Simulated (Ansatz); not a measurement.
# Al5Pd3 (Pd on 38 % of the Al sites, one arrangement): core-level shifts, part 2 of 2

What do XPS lines of Al5Pd3 (Pd on 38 % of the Al sites, one arrangement) look like, site by site? Spin–orbit coupling is left out of the bands throughout.

Ansatz 0.2.0; DFT, r2SCAN, plane-wave PAW, default files, scalar-relativistic.

So far: Set-up; Relaxing the atoms; Valence states.

## (3) Valence states (continued)

How the area divides among the shells (%):

| shell | 21.2 eV | 40.8 eV | 150 eV | 1486.7 eV | 8047.8 eV |
| --- | --- | --- | --- | --- | --- |
| Al 3s | 1.9 | 1.2 | 17.2 | 3.8 | 13.9 |
| Al 3p | 0.9 | 1.6 | 27.2 | 0.8 | 0.5 |
| Pd 4d | 97.1 | 97.2 | 55.3 | 95.1 | 84.0 |

States with weight above 0.08 nearest the zero at Γ of the zone, within the window kept, -8.7 to 2.6 eV (levels that the program groups as degenerate share a row):

| E (eV) | weight, total |
| --- | --- |
| -4.37 | 0.11 |
| -3.83 | 0.09 |
| -3.39 | 0.10 |
| -3.10 | 0.13 |
| -2.76 | 0.12 |

The largest force component on a free atom is 0.048 eV/Å, a little over the usual target of 0.03 eV/Å. At the Fermi level the DOS is 4.92 states/eV a cell, and on the broadened curves Al 3p holds 53 % of the total there.

## (4) Core holes

XPS shifts tell sites apart. Each chosen atom gets a core hole in a self-consistent pass of its own.

The input, input.yaml:

```yaml
crystal:
  lattice:
    - [-3.9290127234, 3.7856914252, 3.9318312134]
    - [3.8565483198, -3.7590650862, 3.8327404708]
    - [4.0966849222, 3.926737285, -3.9052048744]
  atoms:
    - { symbol: Al_h, position: [0.0024232794, 0.2280726812, 0.7527871395] }
    - { symbol: Al, position: [0.005035207, 0.5141265742, 0.5087360705] }
    - { symbol: Al, position: [-0.0330329292, 0.7509914023, 0.2452653419] }
    - { symbol: Pd, position: [0.2410741495, -0.0082230646, 0.7179108497] }
    - { symbol: Pd, position: [0.034368998, 0.0168063857, 0.0327879747] }
    - { symbol: Al, position: [0.2553166651, 0.2533847298, 0.5085033107] }
    - { symbol: Al, position: [0.2512891926, 0.506754293, 0.2480999747] }
    - { symbol: Pd_h, position: [0.4804552574, 0.7255619421, 0.7254059593] }
    - { symbol: Al_h, position: [0.2752031809, 0.7585664716, -0.0085914588] }
    - { symbol: Al, position: [0.508566193, -0.0016830521, 0.5059427302] }
    - { symbol: Al, position: [0.5000220016, 0.2565852731, 0.2458154672] }
    - { symbol: Al, position: [0.7553984698, 0.5234157737, 0.7620916553] }
    - { symbol: Pd_h, position: [0.4944080797, 0.4883517942, -0.0021088346] }
    - { symbol: Pd, position: [0.7371533394, 0.727229874, 0.4909644033] }
    - { symbol: Pd_h, position: [0.7584191177, 0.0397959121, 0.2773073918] }
    - { symbol: Al_h, position: [0.733899798, 0.2202630098, -0.0109179753] }
kpoints:
  mp_grid: { grid: [6, 6, 6] }
scf:
  occupations: { method: fermi_dirac, width: 0.08 }
  n_extra_bands: 16
hamiltonian:
  xc: r2scan
  pseudopotentials: { kind: paw }
output:
  forces: true
  core_levels:
    shells: { Al_h: "2p", Pd_h: "3d" }
    counted_from: fermi_level
    add_spin: false
```

Run with:

```sh
ansatz run input.yaml --threads 4 --pin off --max-ram 14336MiB --backend cpu --events-out ev --progress --plain --runs-dir out
```

Run time: 8.1 min. Hardware: 4 threads of Intel Xeon 6975P-C (Granite Rapids), shared host; peak memory 2.6 GiB; 32 min of CPU time.

Each level is the free energy with the hole less that without it. The electron goes to the Fermi level, so the difference is a binding energy from E_F. The hole's nearest image is 6.6 Å away, and the holes carry no spin, so absolute levels are rough.

| atom | region | shell | level (eV) | shift (eV) | j lines (eV) | doubts |
| --- | --- | --- | --- | --- | --- | --- |
| Al1 | - | 2p | 74.65 | +0.03 | 74.92 / 74.51 | - |
| Pd8 | - | 3d | 339.19 | -0.22 | 342.39 / 337.05 | - |
| Al9 | - | 2p | 74.62 | -0.00 | 74.89 / 74.48 | - |
| Pd13 | - | 3d | 339.11 | -0.30 | 342.32 / 336.97 | - |
| Pd15 | - | 3d | 339.41 | +0.00 | 342.61 / 337.27 | - |
| Al16 | - | 2p | 74.62 | +0.00 | 74.89 / 74.48 | - |

Levels of p, d and f shells are means over their two j lines, weighted by degeneracy; the splitting comes from the atom's own solve. Shifts count from the last listed atom of each element.

The Al 2p lines of the listed atoms alone (other atoms of the cell aren't counted), as Gaussians 0.3 eV wide, no depth weighting. Intensity against Al 2p level; read off at these points:

| Al 2p level (eV) | intensity (%) |
| --- | --- |
| 73.9 | 0.00265 |
| 74.0 | 0.0709 |
| 74.1 | 1.02 |
| 74.2 | 8.01 |
| 74.3 | 34.0 |
| 74.4 | 78.7 |
| 74.5 | 99.5 |
| 74.6 | 71.2 |
| 74.7 | 39.9 |
| 74.8 | 41.4 |
| 74.9 | 50.4 |
| 75.0 | 37.4 |
| 75.1 | 15.3 |
| 75.2 | 3.41 |
| 75.3 | 0.414 |
| 75.4 | 0.0273 |
| 75.5 | 9.9e-4 |

The Pd 3d lines of the listed atoms alone (other atoms of the cell aren't counted), as Gaussians 0.5 eV wide, no depth weighting. Intensity against Pd 3d level; read off at these points:

| Pd 3d level (eV) | intensity (%) |
| --- | --- |
| 336.00 | 0.00138 |
| 336.20 | 0.0672 |
| 336.40 | 1.45 |
| 336.60 | 13.0 |
| 336.80 | 51.6 |
| 337.00 | 95.0 |
| 337.06 | 99.8 |
| 337.20 | 90.1 |
| 337.40 | 47.8 |
| 337.60 | 13.6 |
| 337.80 | 1.85 |
| 338.00 | 0.109 |
| 338.20 | 0.00281 |
| 338.40 | 0 |
| 338.60 | 0 |
| 338.80 | 0 |
| 339.00 | 0 |
| 339.20 | 0 |
| 339.40 | 0 |
| 339.60 | 0 |
| 339.80 | 0 |
| 340.00 | 0 |
| 340.20 | 0 |
| 340.40 | 0 |
| 340.60 | 0 |
| 340.80 | 0 |
| 341.00 | 0 |
| 341.20 | 0 |
| 341.40 | 0.00283 |
| 341.60 | 0.117 |
| 341.80 | 1.90 |
| 342.00 | 13.8 |
| 342.20 | 43.9 |
| 342.40 | 66.3 |
| 342.60 | 53.4 |
| 342.80 | 24.1 |
| 343.00 | 5.63 |
| 343.20 | 0.613 |
| 343.40 | 0.0287 |
| 343.60 | 5.7e-4 |

## (5) Outcome

| Item | Value |
| --- | --- |
| spread of the Al level over the listed sites | 0.03 eV |
| spread of the Pd level over the listed sites | 0.30 eV |
| strongest listed peak within 13 eV of the zero, at 1486.7 eV | 4.3 eV binding, mostly Pd 4d |
| strongest listed peak within 13 eV of the zero, at 21.2 eV | 4.3 eV binding, mostly Pd 4d |
| Pd 4d centre of the filled part | -3.93 eV (9.4 states an atom) |

What this shows: Over the listed sites the core levels spread as follows: Al 0.03 eV and Pd 0.30 eV. Among the sites run, the most bound Pd 3d level is that of Pd15, bonded to 8 Al and 4 Pd; the least bound, 0.30 eV shallower, that of Pd13, bonded to 8 Al and 4 Pd. At 21.2 eV the valence spectrum has its highest listed peaks within 10.8 eV at 2.5 eV (Pd 4d), 3.7 eV (Pd 4d) and 4.3 eV (Pd 4d). At 1486.7 eV the valence spectrum has its highest listed peaks within 12.7 eV at 2.5 eV (Pd 4d), 3.7 eV (Pd 4d) and 4.3 eV (Pd 4d). The shell named is the one with most of the intensity, cross sections included, not always the one with most states there. In the main run, from 1486.7 eV towards hard X-rays the Al 3s share grows by 10 points, as its cross section falls more slowly with photon energy than those of the shells it gains on. Spin–orbit coupling is left out, which matters for the heavy atoms here. Shifts mix charge transfer, volume and screening, so their sign doesn't give the direction of charge flow by itself.

[Logs are printed without paths, hosts, clocks, repeated set-up lines and the standing remarks that a program may print on its own settings, such as how far it seeks lower states.]

[Hosts, paths, dates, database ids (printed as entryN), source tags and the programs' standing remarks are cut or masked in the printed files.]

[Maps of the electrostatic potential energy from Ansatz leave out the sawtooth potential of an applied field or a dipole correction, so their vacuum need not be flat; work functions include it.]
